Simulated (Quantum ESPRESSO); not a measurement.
**E(M) of Cobalt**

Aim: the energy of Cobalt as a function of the total spin moment of its primitive cell.

Program: Quantum ESPRESSO 7.5. Level of theory: PBEsol; plane waves with GBRV 1.5 PBEsol potentials, no spin-orbit coupling. Results are calculated unless marked as measured.

## (1) Starting point

The structure is hexagonal, space group P6_3/mmc (No. 194). The conventional cell has a = 2.507 Å, b = 2.507 Å, c = 4.070 Å, α = 90.00°, β = 90.00°, γ = 120.00°. Nearest to Co lie 12 Co at 2.50 to 2.51 Å.

The cell comes from the Crystallography Open Database.

## (2) The free run

pw.in

```
&CONTROL
  calculation = 'scf'
  prefix = 'pwscf'
  outdir = './tmp'
  pseudo_dir = './pseudo'
  disk_io = 'nowf'
  tprnfor = .true.
  tstress = .true.
/
&SYSTEM
  ibrav = 0
  celldm(1) = 8
  nat = 2
  ntyp = 1
  ecutwfc = 40
  ecutrho = 280
  nbnd = 26
  occupations = 'smearing'
  smearing = 'fd'
  degauss = 0.00734986
  nspin = 2
  starting_magnetization(1) = 0.1176
/
&ELECTRONS
  conv_thr = 4d-09
  electron_maxstep = 150
  mixing_beta = 0.3
/
ATOMIC_SPECIES
Co     58.9332 co_pbesol_v1.2.uspp.F.UPF
CELL_PARAMETERS alat
   0.5922874106108    0.0000000000000    0.0000000000000
  -0.2961437053054    0.5129359439191    0.0000000000000
   0.0000000000000    0.0000000000000    0.9613745443268
ATOMIC_POSITIONS crystal
Co      0.3333333333    0.6666666667    0.2500000000
Co      0.6666666667    0.3333333333    0.7500000000
K_POINTS automatic
12 12 12 0 0 0
```

Launch:

```sh
> OMP_NUM_THREADS=1 mpirun -n 2 pw.x -nk 2 -in pw.in > pw.out
```

What it wrote:

```text
Program PWSCF v.7.5 starts

     Message from routine setup:
     using ibrav=0 with symmetry is DISCOURAGED, use correct ibrav instead

     K-points division:     npool     =       2
     Subspace diagonalization in iterative solution of the eigenvalue problem:

     G-vector sticks info
     --------------------
     sticks:   dense  smooth     PW     G-vecs:    dense   smooth      PW
     Sum         433     253     85                11825     5191     989

     Using Slab Decomposition

     bravais-lattice index     =            0
     lattice parameter (alat)  =       8.0000  a.u.
     unit-cell volume          =     149.5403 (a.u.)^3
     number of atoms/cell      =            2
     number of atomic types    =            1
     number of electrons       =        34.00
     number of Kohn-Sham states=           26
     kinetic-energy cutoff     =      40.0000  Ry
     charge density cutoff     =     280.0000  Ry
     scf convergence threshold =      4.0E-09
     mixing beta               =       0.3000
     number of iterations used =            8  plain     mixing
     Exchange-correlation= SLA  PW   PSX  PSC
                           (   1   4  10   8   0   0   0)

     celldm(1)=   8.000000  celldm(2)=   0.000000  celldm(3)=   0.000000
     celldm(4)=   0.000000  celldm(5)=   0.000000  celldm(6)=   0.000000

     crystal axes: (cart. coord. in units of alat)
               a(1) = (   0.592287   0.000000   0.000000 )
               a(2) = (  -0.296144   0.512936   0.000000 )
               a(3) = (   0.000000   0.000000   0.961375 )

     reciprocal axes: (cart. coord. in units 2 pi/alat)
               b(1) = (  1.688370  0.974781 -0.000000 )
               b(2) = (  0.000000  1.949561  0.000000 )
               b(3) = (  0.000000 -0.000000  1.040177 )

     PseudoPot. # 1 for Co read from file:
     co_pbesol_v1.2.uspp.F.UPF
     Pseudo is Ultrasoft + core correction, Zval = 17.0
     Generated by new atomic code, or converted to UPF format
     Using radial grid of  863 points,  6 beta functions with:
                l(1) =   0
                l(2) =   0
                l(3) =   1
                l(4) =   1
                l(5) =   2
                l(6) =   2
     Q(r) pseudized with  8 coefficients,  rinner =    1.200   1.200   1.200
                                                       1.200   1.200

     atomic species   valence    mass     pseudopotential
     Co               17.00    58.93320     Co( 1.00)

     Starting magnetic structure
     atomic species   magnetization
     Co              0.118

     24 Sym. Ops., with inversion, found (12 have fractional translation)

   Cartesian axes

     site n.     atom                  positions (alat units)
         1        Co     tau(   1) = (  -0.0000000   0.3419573   0.2403436  )
         2        Co     tau(   2) = (   0.2961437   0.1709786   0.7210309  )

     number of k points=   133  Fermi-Dirac smearing, width (Ry)=  0.0073

     Number of k-points >= 100: set verbosity='high' to print them.

     Dense  grid:    11825 G-vectors     FFT dimensions: (  25,  25,  48)

     Smooth grid:     5191 G-vectors     FFT dimensions: (  20,  20,  32)

     Check: negative core charge=   -0.000055
     Generating pointlists ...
     new r_m :   0.2433 (alat units)  1.9467 (a.u.) for type    1

     Initial potential from superposition of free atoms

     starting charge      32.0000, renormalised to      34.0000
     Starting wfcs are   26 randomized atomic wfcs

     Self-consistent Calculation

     iteration #  1     ecut=    40.00 Ry     beta= 0.30
     Davidson diagonalization with overlap
     ethr =  1.00E-02,  avg # of iterations =  4.7

     total energy              =    -593.28166372 Ry
     estimated scf accuracy    <      14.95522769 Ry

     total magnetization       =     2.13 Bohr mag/cell
     absolute magnetization    =     2.18 Bohr mag/cell

     iteration #  2     ecut=    40.00 Ry     beta= 0.30
     Davidson diagonalization with overlap
     ethr =  1.00E-02,  avg # of iterations =  2.3

     total energy              =    -596.42140773 Ry
     estimated scf accuracy    <       0.67567821 Ry

     total magnetization       =     3.12 Bohr mag/cell
     absolute magnetization    =     3.28 Bohr mag/cell

     iteration #  3     ecut=    40.00 Ry     beta= 0.30
     Davidson diagonalization with overlap
     ethr =  1.99E-03,  avg # of iterations =  1.4

     total energy              =    -596.54140054 Ry
     estimated scf accuracy    <       0.00978939 Ry

     total magnetization       =     3.31 Bohr mag/cell
     absolute magnetization    =     3.49 Bohr mag/cell

     [... further iterations left out ...]

     iteration #  8     ecut=    40.00 Ry     beta= 0.30
     Davidson diagonalization with overlap
     ethr =  5.39E-08,  avg # of iterations =  1.6

     total energy              =    -596.54375479 Ry
     estimated scf accuracy    <       0.00000334 Ry

     total magnetization       =     3.37 Bohr mag/cell
     absolute magnetization    =     3.70 Bohr mag/cell

     iteration #  9     ecut=    40.00 Ry     beta= 0.30
     Davidson diagonalization with overlap
     ethr =  9.82E-09,  avg # of iterations =  2.1

     total energy              =    -596.54375626 Ry
     estimated scf accuracy    <       0.00000018 Ry

     total magnetization       =     3.37 Bohr mag/cell
     absolute magnetization    =     3.70 Bohr mag/cell

     iteration # 10     ecut=    40.00 Ry     beta= 0.30
     Davidson diagonalization with overlap
     ethr =  5.37E-10,  avg # of iterations =  2.0

     total energy              =    -596.54375635 Ry
     estimated scf accuracy    <       0.00000005 Ry

     total magnetization       =     3.37 Bohr mag/cell
     absolute magnetization    =     3.70 Bohr mag/cell

     iteration # 11     ecut=    40.00 Ry     beta= 0.30
     Davidson diagonalization with overlap
     ethr =  1.53E-10,  avg # of iterations =  1.4

     Magnetic moment per site  (integrated on atomic sphere of radius R)
     atom   1 (R=0.243)  charge= 15.6052  magn=  1.7615
     atom   2 (R=0.243)  charge= 15.6052  magn=  1.7615

     End of self-consistent calculation

     Number of k-points >= 100: set verbosity='high' to print the bands.

     the Fermi energy is    17.8570 ev

!    total energy              =    -596.54375639 Ry
     estimated scf accuracy    <          3.5E-09 Ry
     smearing contrib. (-TS)   =      -0.00451942 Ry
     internal energy E=F+TS    =    -596.53923697 Ry

     The total energy is F=E-TS. E is the sum of the following terms:
     one-electron contribution =    -313.41762239 Ry
     hartree contribution      =     177.78774131 Ry
     xc contribution           =     -64.65799583 Ry
     ewald contribution        =    -396.25136006 Ry

     total magnetization       =     3.37 Bohr mag/cell
     absolute magnetization    =     3.70 Bohr mag/cell

     convergence has been achieved in  11 iterations

     Forces acting on atoms (cartesian axes, Ry/au):

     atom    1 type  1   force =    -0.00000000    0.00000000    0.00000000
     atom    2 type  1   force =     0.00000000   -0.00000000    0.00000000

     Total force =     0.000000     Total SCF correction =     0.000000

     Computing stress (Cartesian axis) and pressure

          total   stress  (Ry/bohr**3)                   (kbar)     P=     -127.62
  -0.00084596   0.00000000  -0.00000000         -124.45        0.00       -0.00
   0.00000000  -0.00084596   0.00000000            0.00     -124.45        0.00
   0.00000000   0.00000000  -0.00091076            0.00        0.00     -133.98

=------------------------------------------------------------------------------=
   JOB DONE.
=------------------------------------------------------------------------------=
```

It took 22 s on 2 MPI ranks of Arm Neoverse V2, shared host; peak memory 0.2 GiB; 44 s of CPU time.

Spin moment in the atom's sphere by atom:

```csv
atom,spin moment in the atom's sphere (μB)
Co1,1.76
Co2,1.76
```

This step gave:

```
smearing term TS       : 0.06149 eV
pressure               : -12.76 GPa
magnetization          : 3.371 μB
absolute magnetization : 3.704 μB
final state            : ferromagnetic
```

## (3) Moment fixed at 0 μB

The two spin channels are filled to separate Fermi energies, so that the total moment meets the target. Half of the up one less the down one is the slope dE/dM.

Changes to pw.in since step 2:

```diff
@@ -16,3 +16,3 @@
   ecutrho = 280
-  nbnd = 26
+  nbnd = 27
   occupations = 'smearing'
@@ -21,3 +21,4 @@
   nspin = 2
-  starting_magnetization(1) = 0.1176
+  starting_magnetization(1) = 0.0059
+  tot_magnetization = 0
 /
```

What it wrote:

```text
     [... lines left out ...]
Program PWSCF v.7.5 starts
     [... lines left out ...]
     number of atoms/cell      =            2
     [... lines left out ...]
     number of electrons       =        34.00 (up:  17.00, down:  17.00)
     number of Kohn-Sham states=           27
     kinetic-energy cutoff     =      40.0000  Ry
     charge density cutoff     =     280.0000  Ry
     scf convergence threshold =      4.0E-09
     [... lines left out ...]
     24 Sym. Ops., with inversion, found (12 have fractional translation)
     [... lines left out ...]
     number of k points=   133  Fermi-Dirac smearing, width (Ry)=  0.0073
     [... lines left out ...]
     iteration # 10     ecut=    40.00 Ry     beta= 0.30
     [... lines left out ...]
     Magnetic moment per site  (integrated on atomic sphere of radius R)
     atom   1 (R=0.243)  charge= 15.6114  magn=  0.0000
     atom   2 (R=0.243)  charge= 15.6114  magn=  0.0000
     [... lines left out ...]
     the spin up/dw Fermi energies are    17.7117   17.7117 ev
!    total energy              =    -596.50541637 Ry
     estimated scf accuracy    <          4.7E-10 Ry
     smearing contrib. (-TS)   =      -0.01402244 Ry
     [... lines left out ...]
     total magnetization       =     0.00 Bohr mag/cell
     absolute magnetization    =     0.00 Bohr mag/cell
     convergence has been achieved in  10 iterations
     [... lines left out ...]
     Total force =     0.000000     Total SCF correction =     0.000000
     [... lines left out ...]
          total   stress  (Ry/bohr**3)                   (kbar)     P=     -243.85
     [... lines left out ...]
```

Wall time 21 s (2 MPI ranks); peak memory 0.21 GiB; 43 s of CPU time.

Read from the output:

| Item | Value |
| --- | --- |
| magnetization | 0 μB |
| absolute magnetization | 0 μB |
| half the difference of the two Fermi energies | 0 meV |
| largest moment | 0 μB |

## (4) Moment fixed at 0.457 μB

Changes to pw.in since step 3:

```diff
@@ -21,4 +21,4 @@
   nspin = 2
-  starting_magnetization(1) = 0.0059
-  tot_magnetization = 0
+  starting_magnetization(1) = 0.0134
+  tot_magnetization = 0.457
 /
```

What it wrote:

```text
     [... lines left out ...]
Program PWSCF v.7.5 starts
     [... lines left out ...]
     number of atoms/cell      =            2
     [... lines left out ...]
     number of electrons       =        34.00 (up:  17.23, down:  16.77)
     number of Kohn-Sham states=           27
     kinetic-energy cutoff     =      40.0000  Ry
     charge density cutoff     =     280.0000  Ry
     scf convergence threshold =      4.0E-09
     [... lines left out ...]
     24 Sym. Ops., with inversion, found (12 have fractional translation)
     [... lines left out ...]
     number of k points=   133  Fermi-Dirac smearing, width (Ry)=  0.0073
     [... lines left out ...]
     iteration # 10     ecut=    40.00 Ry     beta= 0.30
     [... lines left out ...]
     Magnetic moment per site  (integrated on atomic sphere of radius R)
     atom   1 (R=0.243)  charge= 15.6113  magn=  0.2442
     atom   2 (R=0.243)  charge= 15.6113  magn=  0.2442
     [... lines left out ...]
     the spin up/dw Fermi energies are    17.6455   17.7738 ev
!    total energy              =    -596.50649802 Ry
     estimated scf accuracy    <          3.3E-09 Ry
     smearing contrib. (-TS)   =      -0.01388728 Ry
     [... lines left out ...]
     total magnetization       =     0.46 Bohr mag/cell
     absolute magnetization    =     0.53 Bohr mag/cell
     convergence has been achieved in  10 iterations
     [... lines left out ...]
     Total force =     0.000000     Total SCF correction =     0.000000
     [... lines left out ...]
          total   stress  (Ry/bohr**3)                   (kbar)     P=     -244.20
     [... lines left out ...]
```

Wall time 22 s (2 MPI ranks); peak memory 0.21 GiB; 43 s of CPU time.

Spin moment in the atom's sphere by atom:

```csv
atom,spin moment in the atom's sphere (μB)
Co1,0.244
Co2,0.244
```

This step gave:

```yaml
magnetization: 0.457 μB
absolute_magnetization: 0.529 μB
half_the_difference_of_the_two_fermi_energies: -64.2 meV
```

## (5) Moment fixed at 0.914 μB

Changes to pw.in since step 4:

```diff
@@ -21,4 +21,4 @@
   nspin = 2
-  starting_magnetization(1) = 0.0134
-  tot_magnetization = 0.457
+  starting_magnetization(1) = 0.0269
+  tot_magnetization = 0.914
 /
```

What it wrote:

```text
     [... lines left out ...]
Program PWSCF v.7.5 starts
     [... lines left out ...]
     number of atoms/cell      =            2
     [... lines left out ...]
     number of electrons       =        34.00 (up:  17.46, down:  16.54)
     number of Kohn-Sham states=           27
     kinetic-energy cutoff     =      40.0000  Ry
     charge density cutoff     =     280.0000  Ry
     scf convergence threshold =      4.0E-09
     [... lines left out ...]
     24 Sym. Ops., with inversion, found (12 have fractional translation)
     [... lines left out ...]
     number of k points=   133  Fermi-Dirac smearing, width (Ry)=  0.0073
     [... lines left out ...]
     iteration # 10     ecut=    40.00 Ry     beta= 0.30
     [... lines left out ...]
     Magnetic moment per site  (integrated on atomic sphere of radius R)
     atom   1 (R=0.243)  charge= 15.6112  magn=  0.4881
     atom   2 (R=0.243)  charge= 15.6112  magn=  0.4881
     [... lines left out ...]
     the spin up/dw Fermi energies are    17.5782   17.8286 ev
!    total energy              =    -596.50969084 Ry
     estimated scf accuracy    <          2.4E-09 Ry
     smearing contrib. (-TS)   =      -0.01343654 Ry
     [... lines left out ...]
     total magnetization       =     0.91 Bohr mag/cell
     absolute magnetization    =     1.06 Bohr mag/cell
     convergence has been achieved in  10 iterations
     [... lines left out ...]
     Total force =     0.000000     Total SCF correction =     0.000000
     [... lines left out ...]
          total   stress  (Ry/bohr**3)                   (kbar)     P=     -238.45
     [... lines left out ...]
```

Wall time 22 s (2 MPI ranks); peak memory 0.2 GiB; 43 s of CPU time.

Read from the output:

| Item | Value |
| --- | --- |
| magnetization | 0.914 μB |
| absolute magnetization | 1.057 μB |
| half the difference of the two Fermi energies | -125.2 meV |
| largest moment | 0.4881 μB |

## (6) A faulty input

One input was spoiled on purpose, to see how the program answers.

pw.in

```
&CONTROL
  calculation = 'scf'
  prefix = 'pwscf'
  outdir = './tmp'
  pseudo_dir = './pseudo'
  disk_io = 'nowf'
  tprnfor = .true.
  tstress = .true.
/
&SYSTEM
  ibrav = 0
  nat = 2
  ntyp = 1
  ecutwfc = 40
  ecutrho = 280
  nbnd = 26
  occupations = 'smearing'
  smearing = 'fd'
  degauss = 0.00734986
  nspin = 2
  starting_magnetization(1) = 0.1176
&ELECTRONS
  conv_thr = 4d-09
  electron_maxstep = 60
  mixing_beta = 0.3
/
ATOMIC_SPECIES
Co     58.9332 co_pbesol_v1.2.uspp.F.UPF
CELL_PARAMETERS angstrom
   2.5074000000    0.0000000000    0.0000000000
  -1.2537000000    2.1714720974    0.0000000000
   0.0000000000    0.0000000000    4.0699000000
ATOMIC_POSITIONS crystal
Co      0.3333333333    0.6666666667    0.2500000000
Co      0.6666666667    0.3333333333    0.7500000000
K_POINTS automatic
12 12 12 0 0 0
```

What it wrote:

```text
     [... lines left out ...]
Program PWSCF v.7.5 starts
     Error in routine  read_namelists (1):
      bad line in namelist &system: "&ELECTRONS" (error could be in the previous line)
 %%%%%%%%%%%%%%%%%%%%%%%%%%%%%%%%%%%%%%%%%%%%%%%%%%%%%%%%%%%%%%%%%%%%%%%%%%%%%%
     stopping ...
```

Wall time 0.8 s (2 MPI ranks); peak memory 0.05 GiB.

The program refused the input before any cycle.

The program's message: “read_namelists (1): bad line in namelist &system: "&ELECTRONS" (error could be in the previous line)”

The fault put into the input: a namelist without its slash.

## (7) The curve

The runs not shown differ in the target, the start and the number of states alone. The point at 3.37 μB is the free run, entered with slope zero.

Energy over the lowest against total spin moment:

```csv
total spin moment (μB a cell),energy over the lowest (meV a cell)
0.00,522
0.46,507
0.91,463
1.37,394
1.83,302
2.29,197
2.74,88.6
3.20,9.13
3.37,0
3.66,45.1
4.11,256
4.57,651
```

dE/dM against total spin moment:

```csv
total spin moment (μB a cell),dE/dM (meV/μB)
0.00,-0.00240
0.46,-64.2
0.91,-125
1.37,-179
1.83,-219
2.29,-238
2.74,-226
3.20,-96.7
3.37,0
3.66,315
4.11,605
4.57,1115
```

Largest site moment against total spin moment:

```csv
total spin moment (μB a cell),largest site moment (μB)
0.00,0
0.46,0.244
0.91,0.488
1.37,0.731
1.83,0.974
2.29,1.21
2.74,1.45
3.20,1.68
3.37,1.76
3.66,1.89
4.11,2.08
4.57,2.26
```

## (8) Outcome

* moment of the free run: 3.37 μB a cell
* energy at zero total moment: 522 meV a cell over the lowest
* ΔE/ΔM² from the lowest point to 3.66 and to 3.20 μB: 552 and 311 meV/μB²

In words: At zero total moment the site moments vanish, so the 522 meV a cell is the energy of forming them. The points show one minimum alone. All runs start parallel; opposed orders may lie lower. Energies are free energies at an electronic temperature of 1160 K, which lowers moments and differences where the moments are itinerant.

[Logs and program files are shortened in this print: banners, set-up blocks, solver, clock and traceback lines can be left out without a mark of their own.]

[Logs are printed without paths, hosts, clocks, repeated set-up lines and the standing remarks that a program may print on its own settings, such as how far it seeks lower states.]

[Hosts, paths, dates, database ids (printed as entryN), source tags and the programs' standing remarks are cut or masked in the printed files.]

[Where a cell is said to come from a database of computed structures, the database is the Materials Project.]
